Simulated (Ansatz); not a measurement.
## BeInH3 in Amm2, a phase reached by a soft mode: following an unstable mode

Wanted: the energy along a soft mode of BeInH3 in Amm2, a phase reached by a soft mode and the structure at the end.

Program: Ansatz 0.2.0. Level of theory: DFT LDA, scalar-relativistic, plane waves, PAW; PAW set soft_1. Results are calculated unless marked as measured.

Report form: the programs' logs are mostly left out.

The structure was built from a prototype and need not be the compound's stable phase.

## 1. Starting point

The structure is orthorhombic, space group Amm2 (No. 38). The conventional cell has a = 2.777 Å, b = 6.227 Å, c = 6.059 Å, α = 90.00°, β = 90.00°, γ = 90.00°. In has 9 H at 2.53 to 2.70 Å and 2 In at 2.78 Å nearest. Nearest to Be lie 4 H at 1.43 to 1.59 Å. H has 1 Be at 1.43 Å nearest. Nearest to H lie 2 Be at 1.59 Å. Farther neighbours are not listed.

## 2. Modes at Γ

This phase was reached earlier by freezing in an unstable mode of a structure of higher symmetry and relaxing. Its zone-centre modes can show that it is still unstable.

Input file input.yaml:

```yaml
crystal:
  lattice:
    - [2.7767122955, 0.0, 0.0]
    - [0.0, 3.1136460774, 3.0296527275]
    - [0.0, -3.1136460774, 3.0296527275]
  atoms:
    - { symbol: In, position: [0.0, 0.0179402403, 0.0179402403] }
    - { symbol: Be, position: [0.5, 0.5640265159, 0.5640265159] }
    - { symbol: H, position: [0.5, 0.4966921033, 0.8854164383] }
    - { symbol: H, position: [0.5, 0.8854164383, 0.4966921033] }
    - { symbol: H, position: [0.0, 0.4357124776, 0.4357124776] }
kpoints:
  mp_grid: { grid: [12, 8, 8] }
hamiltonian:
  xc: lda
  pseudopotentials: { kind: paw, azcp: { folder: soft_1 }, xc_functional: pbe }
scf:
  occupations: { method: methfessel_paxton, width: 0.2 }
output:
  eigenvalues: true
phonons:
  method: dfpt
```

On the command line:

```console
$ ansatz run input.yaml --threads 4 --pin off --max-ram 16384MiB --backend cpu --events-out ev --progress --plain --runs-dir out
```

Elapsed: 39 s, on 4 threads of Arm Neoverse V1, shared host; peak memory 0.79 GiB; 2.4 min of CPU time.

Numbers from this step:

| Item | Value |
| --- | --- |
| volume per atom | 10.48 Å³ |
| gap on the k-mesh | 0 eV |
| sum-rule residual before enforcement | 1.17e-5 eV/Å² |
| point group | mm2 |
| highest optical mode at the zone centre (no LO-TO term) | 1601 cm⁻¹ |
| lowest optical zone-centre mode | -211.4 cm⁻¹ |

Patterns of degenerate modes are one choice out of their space. The modes at Γ (shares of kinetic energy by element, %) (negative means imaginary):

| mode | frequency (cm⁻¹) | symmetry | In % | Be % | H % |
| --- | --- | --- | --- | --- | --- |
| 1 | -211.4 | B1 | 9 | 52 | 39 |
| 2 | -166.2 | B2 | 0 | 0 | 100 |
| 3 | 0.0 | acoustic | 91 | 7 | 2 |
| 4 | 0.0 | acoustic | 91 | 7 | 2 |
| 5 | 0.0 | acoustic | 91 | 7 | 2 |
| 6 | 160.4 | A1 | 9 | 64 | 26 |
| 7 | 160.8 | B2 | 9 | 66 | 24 |
| 8 | 471.6 | B1 | 0 | 37 | 62 |
| 9 | 523.7 | A2 | 0 | 0 | 100 |
| 10 | 639.3 | A1 | 0 | 17 | 83 |
| 11 | 708.3 | B2 | 0 | 15 | 85 |
| 12 | 1014.4 | A1 | 0 | 7 | 93 |
| 13 | 1150.5 | B1 | 0 | 4 | 96 |
| 14 | 1582.7 | A1 | 0 | 5 | 95 |
| 15 | 1600.6 | B2 | 0 | 11 | 89 |

Displacements in mode 1 (-211.4 cm⁻¹), the largest set to 1:
```
In1 -0.07  0.00  0.00
Be2  0.61  0.00  0.00
H3   1.00  0.00  0.00
H4   1.00  0.00  0.00
H5   0.72  0.00  0.00
```

Displacements in mode 10 (639.3 cm⁻¹), the largest set to 1:
```
In1  0.00  0.00  0.00
Be2  0.00  0.00 -0.27
H3   0.00  0.73  1.00
H4   0.00 -0.73  1.00
H5   0.00  0.00  0.11
```

Before it was imposed, the acoustic sum rule was missed by 1.2e-5 eV/Å². Small misses are needed for a sound result but don't prove that mesh and cutoff are converged. The lowest optical mode is imaginary, 211.4i cm⁻¹, so the energy falls along it.

## 3. The mode frozen in, largest atomic shift 0 Å

The mode followed lies at Γ with frequency 211.4i cm⁻¹, the softest among the wavevectors solved. At small amplitude the distorted cell has space group no. 8 by a symmetry search on the positions. The undistorted cell that holds it gives the zero of energy on the same k mesh.

input.yaml, as its differences from that of step 2:

```diff
@@ -19,4 +19,4 @@
 output:
+  forces: true
+  stress: true
   eigenvalues: true
-phonons:
-  method: dfpt
```

Wall time 3.1 s (4 threads); peak memory 0.41 GiB; 12 s of CPU time.

Numbers from this step:

| Property | Result |
| --- | --- |
| pressure | 0.002091 GPa |
| energy from the undistorted cell | 0 meV/atom |

The run ends at a pressure of 0.00 GPa, with forces up to 3.7e-4 eV/Å.

## 4. The mode frozen in, largest atomic shift 0.6 Å

The atoms are moved along the unstable eigenvector, the largest shift by 0.6 Å, with the cell fixed.

input.yaml, the sections that differ from step 3:

```yaml
crystal:
  lattice:
    - [2.7767122955, 0.0, 0.0]
    - [0.0, 3.1136460774, 3.0296527275]
    - [0.0, -3.1136460774, 3.0296527275]
  atoms:
    - { symbol: In, position: [-0.0155369352, 0.0179402403, 0.0179402403] }
    - { symbol: Be, position: [0.6321284933, 0.5640265159, 0.5640265159] }
    - { symbol: H, position: [0.7160828837, 0.4966921033, 0.8854164383] }
    - { symbol: H, position: [0.7160828837, 0.8854164383, 0.4966921033] }
    - { symbol: H, position: [0.1562803143, 0.4357124776, 0.4357124776] }
# kpoints, hamiltonian, scf, output: as in step 3
```

Wall time 4.3 s (4 threads); peak memory 0.46 GiB.

Numbers from this step:

```
pressure                         : -1.174 GPa
energy from the undistorted cell : -27.66 meV/atom
```

The energy, extrapolated to zero smearing, is -27.66 meV/atom against the undistorted cell.

The run ends at a pressure of -1.17 GPa, with forces up to 0.50 eV/Å.

## 5. Energy along the mode, all amplitudes (two of the runs are shown above)

An imaginary frequency means negative curvature, so the energy should fall and then rise again as anharmonic terms take over.

This step gave:

```
depth at the lowest point sampled  : 27.66 meV/atom
largest atomic shift at that point : 0.6 Å
```

Energy from the parent against largest atomic shift:

| largest atomic shift (Å) | energy from the parent (meV/atom) |
| --- | --- |
| 0.000 | 0 |
| 0.040 | -0.171 |
| 0.080 | -0.68 |
| 0.140 | -2.06 |
| 0.220 | -4.94 |
| 0.320 | -9.94 |
| 0.450 | -17.9 |
| 0.600 | -27.7 |

Displacement at unit largest shift by atom:

| atom | x (Å) | y (Å) | z (Å) | size |
| --- | --- | --- | --- | --- |
| In1 | -0.07 | 0.00 | 0.00 | 0.07 |
| Be2 | 0.61 | 0.00 | 0.00 | 0.61 |
| H3 | 1.00 | 0.00 | 0.00 | 1.00 |
| H4 | 1.00 | 0.00 | 0.00 | 1.00 |
| H5 | 0.72 | 0.00 | 0.00 | 0.72 |

The lowest of the steps tried is the last one, at 0.6 Å, 27.7 meV/atom below the parent; the bottom of the well need not coincide with a step.

## 6. Relaxation from the frozen mode

Starting from the lowest point found, all atoms and the cell are let go, so that strain and other modes of the same symmetry can join in.

input.yaml, as its differences from that of step 4:

```diff
@@ -22 +22,10 @@
   eigenvalues: true
+  write_density: true
+  write_potential: true
+  elf: true
+  volumetric_format: npy
+relax:
+  adjacent_minimum: "off"
+  f_tol: 0.002
+  max_steps: 120
+  cell: { stress_tol: 0.03 }
```

It took 42 s on 4 threads; peak memory 0.52 GiB.

Relaxation path:

| step | energy less that of the first step (eV) | largest force component (eV/Å) | pressure (GPa) | volume (Å³) |
| --- | --- | --- | --- | --- |
| 1 | 0.0000 | 0.4902 | -1.17 | 52.39 |
| 2 | -0.1640 | 0.4333 | -1.16 | 52.00 |
| 3 | -0.2896 | 0.2832 | 0.41 | 50.95 |
| 4 | -0.3367 | 0.0714 | -0.01 | 51.26 |
| 5 | -0.3412 | 0.0301 | -0.07 | 51.51 |
| 6 | -0.3420 | 0.0050 | -0.06 | 51.50 |
| 7 | -0.3421 | 0.0026 | 0.00 | 51.41 |
| 8 | -0.3421 | 0.0003 | 0.00 | 51.41 |
| 9* | -0.3418 | 0.0002 | -0.01 | 51.41 |

Relaxation steps marked * repeat the geometry before them on a plane-wave basis chosen anew for their cell, so energy and pressure can jump there.

Forces are held to the 2 operations that the run works with; a distortion that breaks them can't arise in this run.

| cell as run | before | after | change |
| --- | --- | --- | --- |
| a (Å) | 2.777 | 2.661 | -4.2 % |
| b (Å) | 4.344 | 4.395 | +1.2 % |
| c (Å) | 4.344 | 4.395 | +1.2 % |
| α (°) | 91.57 | 90.46 | -1.2 % |
| volume (Å³/atom) | 10.48 | 10.28 | -1.9 % |

The atoms that moved most (Å, as changes of fractional coordinates times the final cell):

| atom | dx | dy | dz | length |
| --- | --- | --- | --- | --- |
| In1 | -0.648 | 0.000 | -0.103 | 0.656 |
| Be2 | 0.290 | 0.000 | 0.001 | 0.290 |
| H5 | 0.225 | 0.000 | 0.032 | 0.228 |
| H3 | 0.066 | 0.019 | 0.035 | 0.077 |
| H4 | 0.066 | -0.019 | 0.035 | 0.077 |

Final coordinates:

```cif
data_structure
_symmetry_space_group_name_H-M 'P 1'
_symmetry_Int_Tables_number 1
_cell_length_a 2.6612
_cell_length_b 4.3954
_cell_length_c 4.3954
_cell_angle_alpha 90.463
_cell_angle_beta 90.004
_cell_angle_gamma 90.004
_cell_volume 51.41
loop_
_atom_site_label
_atom_site_type_symbol
_atom_site_fract_x
_atom_site_fract_y
_atom_site_fract_z
_atom_site_occupancy
In1 In 0.74105 0.00130 0.00130 1
Be2 Be 0.74099 0.56419 0.56419 1
H3 H 0.74102 0.50545 0.88795 1
H4 H 0.74102 0.88795 0.50545 1
H5 H 0.24096 0.44090 0.44090 1
```

Numbers from this step:

```
pressure        : -0.006307 GPa
volume per atom : 10.28 Å³
```

Electrostatic potential energy in the bc plane of the conventional cell at fractional x = 0.741, with atoms of In and Be and H within 0.2 Å of it. With pseudopotentials it is smooth inside the atoms' cores, unlike the true potential.

Ten even steps from '_' (-34 eV) to '@' (9 eV), each cell a mean:
```
____==%%@@@@@@##++**%%@@@@@@**..__
..--**@@@@@@@@@@@@@@@@@@@@@@%%==::
**##%%@@@@@@@@@@@@@@@@@@@@@@@@%%##
@@@@%%**%%@@@@@@@@@@@@@@@@####@@@@
%%%%++__**@@@@@@%%%%@@@@%%::::%%%%
--++**==##@@%%++====##%%@@++++##==
__::##@@@@%%++..____--##@@@@%%++__
__--%%@@@@%%--______..**@@@@@@**..
++##@@@@@@%%--______..**@@@@@@%%**
@@@@@@@@@@@@**--..::++%%@@@@@@@@@@
@@@@@@@@@@@@%%##**##%%@@@@@@@@@@@@
@@@@@@@@%%**%%@@@@@@@@####@@@@@@@@
%%@@@@@@++..++%%%%%%##::::%%@@@@%%
==++%%@@##++**++--==##++**@@%%##==
__..++%%@@@@##::____++%%@@@@##--__
____--%%@@@@%%--__..**@@@@@@**..__
```
Columns run along b (6.2 Å; values clipped at the 3rd and 97th percentile), rows up along c (6.2 Å), edges of the conventional cell, whose origin can differ from the input's. Atoms in or near the plane, at fractional coordinates: In at (0.00, 0.00), In at (0.50, 0.50), Be at (0.50, 0.06), Be at (0.00, 0.56), H at (0.31, 0.20), H at (0.81, 0.70), H at (0.69, 0.20), H at (0.19, 0.70).

Valence density in the bc plane of the conventional cell at fractional x = 0.741, with atoms of In and Be and H within 0.2 Å of it. It is the smooth field of the valence electrons, not physical close to the nuclei.

Values in units of 1e0 e/Å³, 9 rows by 16 columns, each cell a mean:
```
5.5 2.8 0.6 0.1 0.1 0.1 0.1 0.1 0.1 0.1 0.1 0.1 0.1 0.3 1.6 4.5
0.5 0.3 0.3 0.2 0.1 0.1 0.1 0.1 0.1 0.1 0.1 0.1 0.2 0.3 0.3 0.4
0.3 0.4 0.9 1.1 0.4 0.2 0.1 0.2 0.2 0.2 0.1 0.3 0.8 1.1 0.6 0.3
0.2 0.3 0.5 0.4 0.3 0.3 1.0 3.0 3.6 1.8 0.5 0.2 0.4 0.5 0.4 0.2
0.1 0.2 0.1 0.1 0.1 0.4 2.5 7.0 8.5 4.4 0.9 0.2 0.1 0.1 0.1 0.2
0.1 0.1 0.1 0.1 0.1 0.2 0.6 1.6 2.0 1.0 0.3 0.1 0.1 0.1 0.1 0.1
0.1 0.1 0.1 0.2 0.5 0.6 0.4 0.3 0.2 0.3 0.5 0.6 0.3 0.1 0.1 0.1
1.0 0.5 0.2 0.3 0.7 1.0 0.6 0.3 0.2 0.4 0.8 1.0 0.4 0.2 0.3 0.8
7.4 3.8 0.8 0.2 0.2 0.2 0.2 0.2 0.1 0.2 0.2 0.2 0.2 0.4 2.2 6.1
```
Columns run along b (6.2 Å), rows up along c (6.2 Å), edges of the conventional cell, whose origin can differ from the input's. Atoms in or near the plane, at fractional coordinates: In at (0.00, 0.00), In at (0.50, 0.50), Be at (0.50, 0.06), Be at (0.00, 0.56), H at (0.31, 0.20), H at (0.81, 0.70), H at (0.69, 0.20), H at (0.19, 0.70).

ELF in the bc plane of the conventional cell at fractional x = 0.741, with atoms of In and Be and H within 0.2 Å of it. It is the smooth field of the valence electrons, not physical close to the nuclei.

Values, 9 rows by 16 columns, each cell a mean:
```
0.09 0.18 0.23 0.16 0.10 0.11 0.15 0.18 0.18 0.17 0.13 0.10 0.13 0.21 0.23 0.12
0.23 0.31 0.47 0.59 0.46 0.15 0.08 0.10 0.11 0.09 0.09 0.33 0.57 0.54 0.37 0.25
0.41 0.81 0.98 0.99 0.90 0.39 0.18 0.20 0.21 0.18 0.23 0.72 0.98 0.99 0.92 0.57
0.08 0.51 0.87 0.87 0.57 0.25 0.24 0.19 0.17 0.23 0.23 0.39 0.78 0.90 0.72 0.20
0.08 0.14 0.26 0.24 0.17 0.23 0.20 0.04 0.02 0.13 0.25 0.18 0.20 0.28 0.19 0.09
0.19 0.14 0.08 0.11 0.22 0.25 0.23 0.20 0.19 0.22 0.24 0.25 0.16 0.08 0.11 0.17
0.12 0.11 0.17 0.62 0.90 0.88 0.70 0.42 0.34 0.58 0.82 0.91 0.80 0.31 0.11 0.11
0.26 0.25 0.24 0.60 0.95 0.99 0.92 0.46 0.27 0.78 0.98 0.98 0.80 0.32 0.23 0.26
0.04 0.15 0.24 0.24 0.47 0.62 0.39 0.06 0.02 0.22 0.57 0.57 0.32 0.22 0.21 0.07
```
Columns run along b (6.2 Å), rows up along c (6.2 Å), edges of the conventional cell, whose origin can differ from the input's. Atoms in or near the plane, at fractional coordinates: In at (0.00, 0.00), In at (0.50, 0.50), Be at (0.50, 0.06), Be at (0.00, 0.56), H at (0.31, 0.20), H at (0.81, 0.70), H at (0.69, 0.20), H at (0.19, 0.70).

The distorted start has space group Cm; the relaxation ends in Amm2.

## 7. The new phase in its own primitive cell

The relaxed structure is symmetrised, reduced to its primitive cell and relaxed tightly, as its phonons need.

Input file input.yaml:

```yaml
crystal:
  lattice:
    - [2.6612025665, 0.0, 0.0]
    - [0.0, 3.1205458916, 3.0954483765]
    - [0.0, -3.1205458916, 3.0954483765]
  atoms:
    - { symbol: In, position: [0.5, 0.0013048043, 0.0013048043] }
    - { symbol: Be, position: [0.5, 0.5641859643, 0.5641859643] }
    - { symbol: H, position: [0.5, 0.505449478, 0.8879480569] }
    - { symbol: H, position: [0.5, 0.8879480569, 0.505449478] }
    - { symbol: H, position: [0.0, 0.4408994719, 0.4408994719] }
kpoints:
  mp_grid: { grid: [14, 8, 8] }
hamiltonian:
  xc: lda
  pseudopotentials: { kind: paw, azcp: { folder: soft_1 }, xc_functional: pbe }
scf:
  occupations: { method: methfessel_paxton, width: 0.2 }
output:
  forces: true
  stress: true
  eigenvalues: true
relax:
  adjacent_minimum: "off"
  f_tol: 0.001
  max_steps: 60
  cell: { stress_tol: 0.01 }
```

The job ended after 10 s (4 threads; peak memory 0.46 GiB; 40 s of CPU time).

Little changed from the start: no atom moved by 0.005 Å and no cell edge by 0.1 %.

Numbers from this step:

- pressure: -0.002220 GPa

The largest force component left is 0.89 meV/Å and the pressure is -0.002 GPa, within the tolerances set. The cell now holds 10.28 Å³/atom.

## 8. Modes of the new phase

A relaxed structure may still be a saddle point, so its zone-centre modes are computed. No field response is asked, since the mesh shows no gap.

input.yaml, the sections that differ from step 7:

```yaml
crystal:
  lattice:
    - [2.6615734053, 0.0, 0.0]
    - [0.0, 3.119954235, 3.0960351947]
    - [0.0, -3.119954235, 3.0960351947]
  atoms:
    - { symbol: In, position: [0.5, 0.0012250148, 0.0012250148] }
    - { symbol: Be, position: [0.5, 0.5642359095, 0.5642359095] }
    - { symbol: H, position: [0.5, 0.5053250782, 0.8879898132] }
    - { symbol: H, position: [0.5, 0.8879898132, 0.5053250782] }
    - { symbol: H, position: [0.0, 0.4410119597, 0.4410119597] }
output:
  eigenvalues: true
phonons:
  method: dfpt
# kpoints, hamiltonian, scf: as in step 7
# relax: removed
```

Run time: 49 s. Hardware: 4 threads; peak memory 0.86 GiB; 3.1 min of CPU time.

This step gave:

```
sum-rule residual before enforcement                    : 2.22e-5 eV/Å²
highest optical mode at the zone centre (no LO-TO term) : 1548 cm⁻¹
lowest optical zone-centre mode                         : 84.29 cm⁻¹
```

Patterns of degenerate modes are one choice out of their space. The modes at Γ (shares of kinetic energy by element, %):

| mode | frequency (cm⁻¹) | symmetry | In % | Be % | H % |
| --- | --- | --- | --- | --- | --- |
| 1 | 0.0 | acoustic | 91 | 7 | 2 |
| 2 | 0.0 | acoustic | 91 | 7 | 2 |
| 3 | 0.0 | acoustic | 91 | 7 | 2 |
| 4 | 84.3 | B2 | 2 | 10 | 88 |
| 5 | 148.1 | B1 | 9 | 76 | 15 |
| 6 | 202.9 | B2 | 8 | 59 | 34 |
| 7 | 233.0 | A1 | 9 | 69 | 22 |
| 8 | 601.0 | B1 | 0 | 10 | 90 |
| 9 | 625.0 | A2 | 0 | 0 | 100 |
| 10 | 734.4 | B2 | 0 | 14 | 86 |
| 11 | 767.7 | A1 | 0 | 11 | 89 |
| 12 | 1118.9 | A1 | 0 | 9 | 91 |
| 13 | 1351.8 | B1 | 0 | 7 | 93 |
| 14 | 1528.2 | A1 | 0 | 5 | 95 |
| 15 | 1547.5 | B2 | 0 | 10 | 90 |

Displacements in mode 4 (84.3 cm⁻¹), the largest set to 1:
```
In1  0.00  0.03  0.00
Be2  0.00 -0.23  0.00
H3   0.00 -0.91 -1.00
H4   0.00 -0.91  1.00
H5   0.00  0.66  0.00
```

Displacements in mode 13 (1351.8 cm⁻¹), the largest set to 1:
```
In1  0.00  0.00  0.00
Be2 -0.09  0.00  0.00
H3  -0.09  0.00  0.00
H4  -0.09  0.00  0.00
H5   1.00  0.00  0.00
```

Before it was imposed, the acoustic sum rule was missed by 2.2e-5 eV/Å². Small misses are needed for a sound result but don't prove that mesh and cutoff are converged. The lowest optical mode is real, 84.3 cm⁻¹.

## 9. The phases reached

The phases reached along the modes that were followed are set side by side.

Energies are those of the first relaxation, on the mesh of the frozen mode; space group, volume and gap are those of the last relaxation. Phases, by row:

| mode frozen in | space group | energy from parent (meV/atom) | volume (Å³/atom) | gap on mesh (eV) | lowest zone-centre optical mode (cm⁻¹) | largest shift (Å) |
| --- | --- | --- | --- | --- | --- | --- |
| parent | Amm2 | 0 | 10.48 | 0 | – | – |
| q = (0, 0, 0), 211i cm⁻¹ | Amm2 | -95.99 | 10.28 | 0 | 84.3 | 1.069 |

## 10. Results

```
unstable mode of the parent                                                      : q = (0, 0, 0), 211i cm⁻¹
depth at the lowest point sampled                                                : 27.7 meV/atom
largest atomic shift at that point                                               : 0.6 Å
space group reached (within 0.01 Å)                                              : Amm2
energy gained over the parent (first relaxation, on the mesh of the frozen mode) : 96.0 meV/atom
volume per atom, phase reached                                                   : 10.3 Å³
lowest optical zone-centre mode, phase reached                                   : 84.3 cm⁻¹
highest optical mode at the zone centre (no LO-TO term), phase reached           : 1548 cm⁻¹
```

What this shows: Along this mode the structure falls into Amm2, 96.0 meV/atom below the parent. At the parent's cell the well is 27.66 meV/atom deep on the steps tried, with its lowest point at a shift of 0.6 Å. That is the last step tried, so the steps alone don't bracket the bottom of the well. Relaxing atoms and cell changes the gain by +68.33 meV/atom against the lowest step (energies at zero smearing). Most of the total comes from this relaxation. The end point has the space group of the parent. The new phase has no imaginary mode at the zone centre of its cell; other wavevectors were not checked. Each path keeps the symmetry of its pattern, so a lower phase may lie along a pattern not tried. With no gap, or one that is small against the smearing, the frequencies hang on the k mesh and the smearing, most of all near Kohn anomalies. The PAW files were made for PBE and serve the other functionals too. The starting cell was built on a prototype and not taken from a measurement, so the phase need not exist.

[Logs are printed without paths, hosts, clocks, repeated set-up lines and the standing remarks that a program may print on its own settings, such as how far it seeks lower states.]

[Hosts, paths, dates, database ids (printed as entryN), source tags and the programs' standing remarks are cut or masked in the printed files.]
